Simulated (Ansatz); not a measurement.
# How fast states decay through Na3Cl2F, part 2 of 3

A new crystal, Na3Cl2F: structure, gap and complex bands. It is built by putting F for Br in the Na3BrCl2 structure of space group I4/mmm, with the volume rescaled by atomic radii. The parent structure comes from the Materials Project.

Ansatz 0.2.0; r2SCAN DFT, plane waves, PAW files (the session's first sound run).

So far. Step 2 (Cell and atoms at rest): The largest force component on a free atom ends at 0.0044 eV/Å.

The structure was built from a prototype and need not be the compound's stable phase.

## Step 3: Band edges

The energy window and the wavevectors of the next steps follow from the band edges, so these are searched first, off the mesh as well.

input.yaml

```yaml
crystal:
  lattice:
    - [-1.9114599325, 1.9114599325, 7.8755551663]
    - [1.9114599325, -1.9114599325, 7.8755551663]
    - [1.9114599325, 1.9114599325, -7.8755551663]
  atoms:
    - { symbol: Na, position: [0.6484617597, 0.6484617597, 0.0] }
    - { symbol: Na, position: [0.0, 0.0, 0.0] }
    - { symbol: Na, position: [0.3515382403, 0.3515382403, 0.0] }
    - { symbol: F, position: [0.5, 0.5, 0.0] }
    - { symbol: Cl, position: [0.8344178901, 0.8344178901, 0.0] }
    - { symbol: Cl, position: [0.1655821099, 0.1655821099, 0.0] }
kpoints:
  mp_grid: { grid: [8, 8, 8] }
  band_path: { path: [VBM, CBM], npoints: 30 }
scf:
  occupations: { method: fixed }
hamiltonian:
  xc: r2scan
output:
  eigenvalues: true
  write_potential: true
  write_density: true
  volumetric_format: npy
  elf: true
```

On the command line:

```sh
ansatz run input.yaml --threads 2 --pin off --max-ram 4096MiB --backend cpu --events-out ev --progress --plain --runs-dir out
```

Numbers of over 12 decimals in the logs are rounded to 6 here.

The program printed:

```text
[...]
Crystal: 6 atoms, lattice volume = 115.099 Å³
Basis set: ecut = 500 eV, 2913 PW (Γ), FFT grids on a1−a2, a2, a1+a3, exchange–correlation on 160×256×120 points (64 copies of the dense FFT grid, shifted against one another)
Bands: 30, of which v1, the nominal top of the filled ones, is band 24 counted from 1 (23 counted from 0)
Symmetry: 16 space group operations
[...]
k-points: 59 of 512
[...]
SCF iter   1: F=—  HF=-7453.447233 eV  |F-HF|=—  |Δ(HF+E_count)|=         —  Δρ=8.29e-3  dr2=5.16e-2  dr2_τ=2.81e-2  ethr=1.77e-3  ⟨swp⟩=4.8  Hψ=6271  notcnv=0  defer=203
[...]
SCF iter   7: F=-7453.498091 eV  HF=-7453.498091 eV  |F-HF|=5.38e-9  |Δ(HF+E_count)|=   1.32e-7  Δρ=2.24e-6  dr2=5.79e-9  dr2_τ=7.05e-10  ethr=2.08e-10  ⟨swp⟩=9.2  Hψ=6800  notcnv=0
SCF 1 converged in 7 iterations: F = -7453.498091 eV  dr2 = 5.79e-9
[...]
NSCF: frozen V_eff on 30 k-points
[...]
SCF converged after 7 iterations
Free energy (F): -7453.498091 eV
[...]
Internal energy: -7453.498091 eV  (E = F + TS)
E sigma→0 (E₀):  -7453.498091 eV
Fermi energy:    0.785746 eV
[...]
--- Band table (eV; the first three rows and the last of 59) ---
  k-point 0: bands = [... 20 lower, 0.3716, 0.5581, 0.7857, 0.7857, 6.5439, 9.5269, 10.1311, 10.2041, ... 2 higher]
  k-point 1: bands = [... 20 lower, 0.2078, 0.4334, 0.5948, 0.6438, 7.1412, 10.0169, 10.5023, 10.6918, ... 2 higher]
  k-point 2: bands = [... 20 lower, 0.0156, 0.1701, 0.3529, 0.5205, 8.3890, 10.7818, 10.9025, 11.1671, ... 2 higher]
  k-point 58: bands = [... 20 lower, 0.4194, 0.4194, 0.7488, 0.7488, 7.3710, 8.2209, 9.9006, 9.9988, ... 2 higher]
```

Run time: 20 s. Hardware: 2 threads of Arm Neoverse V2, shared host; peak memory 0.72 GiB; 39 s of CPU time.

Reading the cycles: dr2 is the Hartree energy of the density residual (eV), the measure of convergence; HF is the Harris–Foulkes estimate of the energy, which meets the free energy F at convergence.

This step gave:

```yaml
fermi_energy: 0.7857 eV
gap_on_the_k_mesh: 5.758 eV
gap_on_path: 5.758 eV, by band count; negative where bands overlap
direct_gap_on_path: 5.758 eV
edge_places_on_path: 0, 0 1/A along the path
```

Levels at VBM (eV): -1.62, -1.50, -1.00, -1.00, -0.41, -0.41, -0.23, 0.00, 0.00, 5.76.

Electrostatic potential energy in the ab plane of the cell as run, not the conventional one, at fractional z = 0.000, with atoms of Na and F and Cl within 0.2 Å of it. With pseudopotentials it is smooth inside the atoms' cores, unlike the true potential.

Ten even steps from '0' (-55 eV) to '9' (8 eV), each cell a mean:
```
00589998999999975579983
41379999999999984226898
86578999999999996201589
99888999999999998410169
99999999999878999841027
89999999999854689984225
89999999999960058998645
89999999999983005899987
99999999868997200699999
99999999943699730489999
99998899962259986579999
99998778995226999889999
99998635899523899999999
99999710379964699999999
89999850038998899999999
76799984005899999999998
63358998513799999999999
83114899876789999999999
96201489998889999998899
98510159999999999998778
89852137999999999998535
48986336999999999999610
04899867899999988899840
```
Columns run along a (8.3 Å; values clipped at the 3rd and 97th percentile), rows up along b (8.3 Å). Atoms in or near the plane, at fractional coordinates: Na at (0.65, 0.65), Na at (0.00, 0.00), Na at (0.35, 0.35), F at (0.50, 0.50), Cl at (0.83, 0.83), Cl at (0.17, 0.17).

Valence density in the ab plane of the cell as run, not the conventional one, at fractional z = 0.000, with atoms of Na and F and Cl within 0.2 Å of it. It is the smooth field of the valence electrons, not physical close to the nuclei.

Values in e/Å³, 12 rows by 16 columns, each cell a mean:
```
11  6  0  0  0  0  0  0  0  0  1  1  1  1  0  2
 0  1  0  0  0  0  0  0  0  0  0  1  1  1  1  0
 0  0  0  0  0  0  0  0  1  1  0  0  1  1  1  1
 1  0  0  0  0  0  0  0  1  9  9  1  0  0  1  1
 0  0  0  0  0  1  2  2  0  2 12  9  1  0  0  0
 0  0  0  0  0  0  2  9  6  1  0  2  1  0  0  0
 0  0  0  1  4  3  0  2  7  4  1  0  0  0  0  0
 1  0  0  0  4 15  7  0  0  1  1  0  0  0  0  0
 1  1  1  0  0  3  9  3  0  0  0  0  0  0  0  0
 1  1  1  1  1  0  0  1  0  0  0  0  0  0  0  0
 0  1  1  1  1  0  0  0  0  0  0  0  0  0  2  2
 9  1  0  1  1  1  0  0  0  0  0  1  0  0  2 13
```
Columns run along a (8.3 Å), rows up along b (8.3 Å). Atoms in or near the plane, at fractional coordinates: Na at (0.65, 0.65), Na at (0.00, 0.00), Na at (0.35, 0.35), F at (0.50, 0.50), Cl at (0.83, 0.83), Cl at (0.17, 0.17).

ELF in the ab plane of the cell as run, not the conventional one, at fractional z = 0.000, with atoms of Na and F and Cl within 0.2 Å of it. It is the smooth field of the valence electrons, not physical close to the nuclei.

Ten even steps from '_' (0.01) to '@' (0.87), each cell a mean:
```
--++++..--##@@@@@@%%==____++%%@@@@@@@@%%::::++
++++**--__::**%%##**--..__::##@@@@%%%%@@%%::::
..++**++..__..====::..______==%%@@%%++##@@%%::
::..::--..______..__________..++@@@@**--##@@%%
##::__________________::==--__..**@@@@**++%%@@
@@##::______..::..____--****++....##@@@@%%%%@@
@@%%++______--++++--__..++++++**::..**@@@@@@@@
@@@@**::____==##%%##++..::**--==**....++%%@@@@
@@%%++..____::**%%@@%%**..--++--++++__..==##%%
****--________==%%@@%%%%**..--**++**--____::++
::--..____..__..**%%####%%**..::++**==________
________::====....**%%**##%%**....--::____....
--..____..******::..##%%##%%%%++________..--++
##**--____==**==++--..**%%@@@@##--______::**%%
@@@@%%==....**==--++::..**%%%%%%++..__..==##@@
@@@@@@@@**..::**====**....==**##++::____--%%@@
@@@@@@@@@@**..::++****==____::==--..____..**@@
@@@@####@@@@**....==++==..______..________::##
%%@@##==**@@@@**..__..::______________....__--
--%%@@**==##@@@@==__________::::..____--++--..
..--%%@@####@@@@%%--____..--++**++::__::****++
++::--%%@@@@@@@@@@**..__--**%%@@%%##::__++**++
--++..--%%@@@@@@@@%%--__::**@@@@@@@@##::..++--
```
Columns run along a (8.3 Å), rows up along b (8.3 Å). Atoms in or near the plane, at fractional coordinates: Na at (0.65, 0.65), Na at (0.00, 0.00), Na at (0.35, 0.35), F at (0.50, 0.50), Cl at (0.83, 0.83), Cl at (0.17, 0.17).

The searched edges give 5.76 eV, as on the mesh.

## Step 4: Complex bands

This step: r2SCAN DFT, plane waves, PAW files; complex bands by layer matching along the plane's normal (Ansatz 0.2.0).

The same crystal is laid in a cell whose first two vectors span the (001) plane (indices of the standard conventional cell, whose axes can be ordered otherwise than in the bulk input). At fixed energy and wavevector in the plane the solver finds all kz, real and complex. A few wavevectors are listed, (0, 0) and (0.5, 0) in units of the plane's reciprocal vectors; the slowest state needn't be among them.

input.yaml

```yaml
crystal:
  lattice:
    - [3.822919865, 0.0, 0.0]
    - [0.0, 3.822919865, 0.0]
    - [1.911459932, 1.911459932, 7.875555166]
  atoms:
    - { symbol: Na, position: [0.3515382403, 0.3515382403, 0.2969235194] }
    - { symbol: Na, position: [0.0, 0.0, 0.0] }
    - { symbol: Na, position: [0.6484617597, 0.6484617597, 0.7030764806] }
    - { symbol: F, position: [0.5, 0.5, 0.0] }
    - { symbol: Cl, position: [0.1655821099, 0.1655821099, 0.6688357802] }
    - { symbol: Cl, position: [0.8344178901, 0.8344178901, 0.3311642198] }
kpoints:
  mp_grid: { grid: [6, 6, 6] }
scf:
  occupations: { method: fixed }
hamiltonian:
  xc: r2scan
output:
  eigenvalues: true
  transmission:
    leads: [[0, 0]]
    kpoints: [[0.0, 0.0], [0.5, 0.0]]
    e_range: [-1.0, 6.76]
    de: 0.13
```

The program printed:

```text
[...]
Crystal: 6 atoms, lattice volume = 115.099 Å³
Basis set: ecut = 500 eV, 2913 PW (Γ), exchange–correlation on 120×120×256 points (64 copies of the dense FFT grid, shifted against one another)
Bands: 30, of which v1, the nominal top of the filled ones, is band 24 counted from 1 (23 counted from 0)
Symmetry: 16 space group operations
[...]
k-points: 30 of 216
[...]
SCF iter   1: F=—  HF=-7453.447051 eV  |F-HF|=—  |Δ(HF+E_count)|=         —  Δρ=8.29e-3  dr2=5.15e-2  dr2_τ=2.82e-2  ethr=1.77e-3  ⟨swp⟩=4.8  Hψ=3060  notcnv=0  defer=102
[...]
SCF iter   7: F=-7453.498071 eV  HF=-7453.498071 eV  |F-HF|=5.20e-9  |Δ(HF+E_count)|=   1.68e-7  Δρ=2.30e-6  dr2=6.10e-9  dr2_τ=7.42e-10  ethr=2.08e-10  ⟨swp⟩=9.2  Hψ=3494  notcnv=0
SCF 1 converged in 7 iterations: F = -7453.498071 eV  dr2 = 6.10e-9
[...]
transmission: 11 of 22 steps passed
transmission: 22 of 22 steps passed
SCF converged after 7 iterations
Free energy (F): -7453.498071 eV
[...]
Internal energy: -7453.498071 eV  (E = F + TS)
E sigma→0 (E₀):  -7453.498071 eV
Fermi energy:    0.785765 eV
[...]
--- Band table (eV; the first three rows and the last of 30) ---
  k-point 0: bands = [... 20 lower, 0.3717, 0.5581, 0.7858, 0.7858, 6.5439, 9.5269, 10.1311, 10.2041, ... 2 higher]
  k-point 1: bands = [... 20 lower, 0.3829, 0.4772, 0.7773, 0.7773, 6.6852, 9.2428, 10.0544, 10.1240, ... 2 higher]
  k-point 2: bands = [... 20 lower, 0.4067, 0.4067, 0.7589, 0.7589, 7.0563, 8.6335, 9.9442, 10.0331, ... 2 higher]
  k-point 29: bands = [... 20 lower, -0.0874, 0.0066, 0.0574, 0.1742, 9.9533, 9.9985, 10.1391, 10.2239, ... 2 higher]
--- Transmission ---
  basis      : 145 plane waves across, 11 finite elements along
  points     : 2, as listed
  energies   : 60 from -1.000000 to 6.670000 eV about the Fermi level, 0.130000 eV apart; the leads are filled to 2.879050 eV, and channels, transmission and decay are at 2.900000 eV
  crystal 0  : Cl2Na3F1, at the sites [0, 0], period 7.8756 Å: whole cells are its period
    offset         : up to 0.0000 Å between an atom of the period and one for which it stands
    channels       : 0.000000e0 a spin
    conductance    : none, the energies end too early or step too widely for 300 K: set another output.transmission.e_range or a lower de, or, where they end at an eighth of basis.ecutwfc, a higher one
    slowest decay  : 0.4458 /Å at (0.0000, 0.0000)
```

Wall time 17 s (2 threads); peak memory 0.69 GiB.

This step gave:

| Quantity | Value |
| --- | --- |
| Fermi energy | 0.7858 eV |
| level to which the leads are filled | 2.879 eV from the Fermi level |
| decay constant at the filling level, zone centre | 0.4457 Å⁻¹ |
| decay constant at the filling level, slowest listed point | 0.4458 Å⁻¹ |

K parallel (0, 0); values up to 1.5 1/Å, a degenerate pair printed once or twice; energies at which all values exceed this have no row. Im kz of the slowest decaying states against energy, zero at the highest filled level on the SCF mesh:

| energy (eV) | decay 1 (Å⁻¹) | decay 2 (Å⁻¹) | decay 3 (Å⁻¹) | decay 4 (Å⁻¹) |
| --- | --- | --- | --- | --- |
| -1.00 | 0.0297 | 0.0674 | 0.828 | - |
| -0.74 | 0.0602 | 0.433 | 0.849 | - |
| -0.35 | 0.134 | 0.871 | - | - |
| -0.09 | 0.164 | 0.227 | 0.880 | - |
| 0.04 | 0.222 | 0.252 | 0.884 | - |
| 0.17 | 0.264 | 0.443 | 0.887 | - |
| 0.56 | 0.344 | 0.661 | 0.894 | - |
| 0.82 | 0.378 | 0.741 | 0.897 | - |
| 1.21 | 0.413 | 0.822 | 0.898 | 1.47 |
| 1.47 | 0.429 | 0.862 | 0.897 | 1.45 |
| 1.73 | 0.440 | 0.893 | 0.895 | 1.43 |
| 2.12 | 0.449 | 0.890 | 0.931 | 1.39 |
| 2.38 | 0.451 | 0.886 | 0.950 | 1.37 |
| 2.64 | 0.45 | 0.881 | 0.967 | 1.34 |
| 3.03 | 0.443 | 0.872 | 0.986 | 1.30 |
| 3.29 | 0.434 | 0.865 | 0.996 | 1.27 |
| 3.55 | 0.422 | 0.857 | 1.00 | 1.25 |
| 3.94 | 0.399 | 0.843 | 1.01 | 1.21 |
| 4.20 | 0.378 | 0.833 | 1.02 | 1.18 |
| 4.46 | 0.354 | 0.823 | 1.02 | 1.15 |
| 4.85 | 0.306 | 0.805 | 1.02 | 1.10 |
| 5.11 | 0.264 | 0.792 | 1.02 | 1.07 |
| 5.50 | 0.173 | 0.770 | 1.02 | 1.02 |
| 5.76 | 0.755 | 0.984 | 1.02 | 1.43 |
| 6.02 | 0.738 | 0.948 | 1.02 | 1.41 |
| 6.41 | 0.710 | 0.890 | 1.02 | 1.39 |
| 6.67 | 0.0515 | 0.690 | 0.850 | 1.01 |

K parallel (0.5, 0); values up to 1.5 1/Å, a degenerate pair printed once or twice; energies at which all values exceed this have no row. The Im kz of the slowest decaying states by energy, zero at the highest filled level on the SCF mesh:

| energy (eV) | decay 1 (Å⁻¹) | decay 2 (Å⁻¹) | decay 3 (Å⁻¹) |
| --- | --- | --- | --- |
| -1.00 | 0.108 | 1.42 | - |
| -0.74 | 0.172 | 1.38 | - |
| -0.61 | 0.100 | 1.37 | - |
| -0.35 | 0.235 | 1.33 | 1.38 |
| -0.22 | 0.350 | 1.19 | 1.31 |
| 0.04 | 0.495 | 1.27 | 1.40 |
| 0.30 | 0.610 | 1.21 | 1.49 |
| 0.43 | 0.671 | 1.17 | - |
| 0.69 | 0.815 | 1.06 | - |
| 0.82 | 0.755 | 1.14 | - |
| 1.08 | 0.735 | 1.18 | - |
| 1.34 | 0.734 | 1.19 | - |
| 1.47 | 0.736 | 1.19 | - |
| 1.73 | 0.740 | 1.19 | - |
| 1.86 | 0.742 | 1.19 | - |
| 2.12 | 0.745 | 1.19 | - |
| 2.38 | 0.746 | 1.19 | - |
| 2.51 | 0.746 | 1.18 | - |
| 2.77 | 0.745 | 1.18 | - |
| 2.90 | 0.743 | 1.17 | - |
| 3.16 | 0.739 | 1.17 | - |
| 3.29 | 0.737 | 1.16 | - |
| 3.55 | 0.730 | 1.16 | 1.48 |
| 3.81 | 0.722 | 1.15 | 1.46 |
| 3.94 | 0.717 | 1.15 | 1.45 |
| 4.20 | 0.706 | 1.14 | 1.43 |
| 4.33 | 0.700 | 1.14 | 1.42 |
| 4.59 | 0.687 | 1.14 | 1.40 |
| 4.85 | 0.671 | 1.13 | 1.38 |
| 4.98 | 0.663 | 1.13 | 1.37 |
| 5.24 | 0.644 | 1.13 | 1.35 |
| 5.37 | 0.634 | 1.13 | 1.34 |
| 5.63 | 0.612 | 1.14 | 1.32 |
| 5.89 | 0.587 | 1.16 | 1.30 |
| 6.02 | 0.573 | 1.17 | 1.29 |
| 6.28 | 0.544 | 1.26 | 1.31 |
| 6.41 | 0.527 | 1.18 | 1.25 |
| 6.67 | 0.491 | 1.10 | 1.23 |

At the listed wavevectors the last open channel is at -0.35 eV and the next at +5.76 eV on the grid, wider than the gap, since narrow bands can fall between grid energies. At +2.90 eV, the grid energy nearest the filling level (the middle of the gap on the SCF mesh), the slowest state at the listed wavevectors decays with κ = 0.446 Å⁻¹, its amplitude falling by e over 2.2 Å. Through 1 nm of this crystal that state's transmission falls by exp(−2 × 0.446 Å⁻¹ × 10 Å) = 1.3e-4.

## Step 5: Band edges at another level, cutoff 420 eV

This step: PBEsol DFT, plane waves, PAW files (Ansatz 0.2.0).

The edges again with PBEsol, at the same atoms. Against that run the cutoff is 420 eV against 500.

input.yaml

```yaml
crystal:
  lattice:
    - [-1.9114599325, 1.9114599325, 7.8755551663]
    - [1.9114599325, -1.9114599325, 7.8755551663]
    - [1.9114599325, 1.9114599325, -7.8755551663]
  atoms:
    - { symbol: Na, position: [0.6484617597, 0.6484617597, 0.0] }
    - { symbol: Na, position: [0.0, 0.0, 0.0] }
    - { symbol: Na, position: [0.3515382403, 0.3515382403, 0.0] }
    - { symbol: F, position: [0.5, 0.5, 0.0] }
    - { symbol: Cl, position: [0.8344178901, 0.8344178901, 0.0] }
    - { symbol: Cl, position: [0.1655821099, 0.1655821099, 0.0] }
kpoints:
  mp_grid: { grid: [8, 8, 8] }
  band_path: { path: [VBM, CBM], npoints: 30 }
scf:
  occupations: { method: fixed }
hamiltonian:
  xc: pbesol
output:
  eigenvalues: true
```

The program printed:

```text
[...]
Crystal: 6 atoms, lattice volume = 115.099 Å³
Basis set: ecut = 420 eV, 2231 PW (Γ), FFT grids on a1+a3, a2+a3, a3
Bands: 30, of which v1, the nominal top of the filled ones, is band 24 counted from 1 (23 counted from 0)
Symmetry: 16 space group operations
[...]
k-points: 59 of 512
[...]
SCF iter   1: F=—  HF=-7359.057303 eV  |F-HF|=—  |Δ(HF+E_count)|=         —  Δρ=6.00e-3  dr2=3.73e-2  ethr=1.77e-3  ⟨swp⟩=4.9  Hψ=6313  notcnv=0  defer=222
[...]
SCF iter   7: F=-7359.042626 eV  HF=-7359.042626 eV  |F-HF|=3.52e-9  |Δ(HF+E_count)|=   8.56e-8  Δρ=2.92e-6  dr2=1.10e-8  ethr=2.08e-10  ⟨swp⟩=3.1  Hψ=4611  notcnv=0
SCF 1 converged in 7 iterations: F = -7359.042626 eV  dr2 = 1.10e-8
[...]
SCF converged after 7 iterations
Free energy (F): -7359.042626 eV
[...]
Internal energy: -7359.042626 eV  (E = F + TS)
E sigma→0 (E₀):  -7359.042626 eV
Fermi energy:    1.164463 eV
[...]
--- Band table (eV; the first three rows and the last of 59) ---
  k-point 0: bands = [... 20 lower, 0.7460, 0.9544, 1.1645, 1.1645, 6.0583, 8.9268, 9.5973, 9.7156, ... 2 higher]
  k-point 1: bands = [... 20 lower, 0.6048, 0.7874, 0.9766, 1.0238, 6.6773, 9.4221, 9.8946, 10.2550, ... 2 higher]
  k-point 2: bands = [... 20 lower, 0.4352, 0.5743, 0.7424, 0.8964, 7.9339, 10.2200, 10.3698, 10.7507, ... 2 higher]
  k-point 58: bands = [... 20 lower, 0.8036, 0.8036, 1.1225, 1.1225, 6.9603, 7.6147, 9.3970, 9.5018, ... 2 higher]
```

It took 8.3 s on 2 threads; peak memory 0.42 GiB; 16 s of CPU time.

Numbers from this step:

```
free energy        : -7359.0426 eV
Fermi energy       : 1.164 eV
gap on the k-mesh  : 4.894 eV
gap on path        : 4.894 eV, by band count; negative where bands overlap
direct gap on path : 4.894 eV
```

Levels at VBM (eV): -1.65, -1.45, -0.90, -0.90, -0.42, -0.42, -0.21, 0.00, 0.00, 4.89, 7.76.

The searched edges give 4.89 eV, as on the mesh.

For the gap on the k-mesh, step 3 gave 5.76 eV; this run, with PBEsol and cutoff 420 eV, gives 4.89 eV.

(Part 2 of 3 ends here.)

[Logs are printed without paths, hosts, clocks, repeated set-up lines and the standing remarks that a program may print on its own settings, such as how far it seeks lower states.]

[Hosts, paths, dates, database ids (printed as entryN), source tags and the programs' standing remarks are cut or masked in the printed files.]
